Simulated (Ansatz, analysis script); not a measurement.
```xyz
1
Lattice="3.288 0.000 0.000 0.000 3.288 0.000 0.000 0.000 14.000" Properties=species:S:1:pos:R:3 subject="Magnetovolume effects in a free-standing square W monolayer, spacing 3.288 Å" method="PBE with U = 2 eV on W d, PAW set soft_2; collinear runs of a cell scaled along its periodic directions, from three starts (and 4 further levels or steps)" program="Ansatz 0.2.0 and analysis script 1" settings_of_one_run="cutoff 300 eV, 7×7×1 k-mesh, Fermi-Dirac occupations, smearing width 0.1 eV, starting moments 1 μB" cost="26 runs, 1.9 min in all on 1 thread of Intel Xeon Platinum 8488C (Sapphire Rapids), shared host (the runs of this entry)" notes="The program’s warnings: cutoff below recommended, filled band counts differ across k points and stress SCF threshold loose. Both magnetic starts, which share one pattern of signs, end on one state at every size; other orders were not tried. The cell’s shape and the atoms were not relaxed. The mesh is coarse for a state with partly filled levels, so small values and close rankings are not settled." lowest_run="factor 0.86, initial moments (an end of the range)" largest_moment_initial_start="2.62 μB at 0.86 to 4.01 μB at 1.12" gain_by_magnetism="1035.2 to 2344.4 meV/atom"
W     0.000    0.000    7.000
```

[Logs and program files are shortened in this print: banners, set-up blocks, solver, clock and traceback lines can be left out without a mark of their own.]

[Logs are printed without paths, hosts, clocks, repeated set-up lines and the standing remarks that a program may print on its own settings, such as how far it seeks lower states.]

[Hosts, paths, dates, database ids (printed as entryN), source tags and the programs' standing remarks are cut or masked in the printed files.]
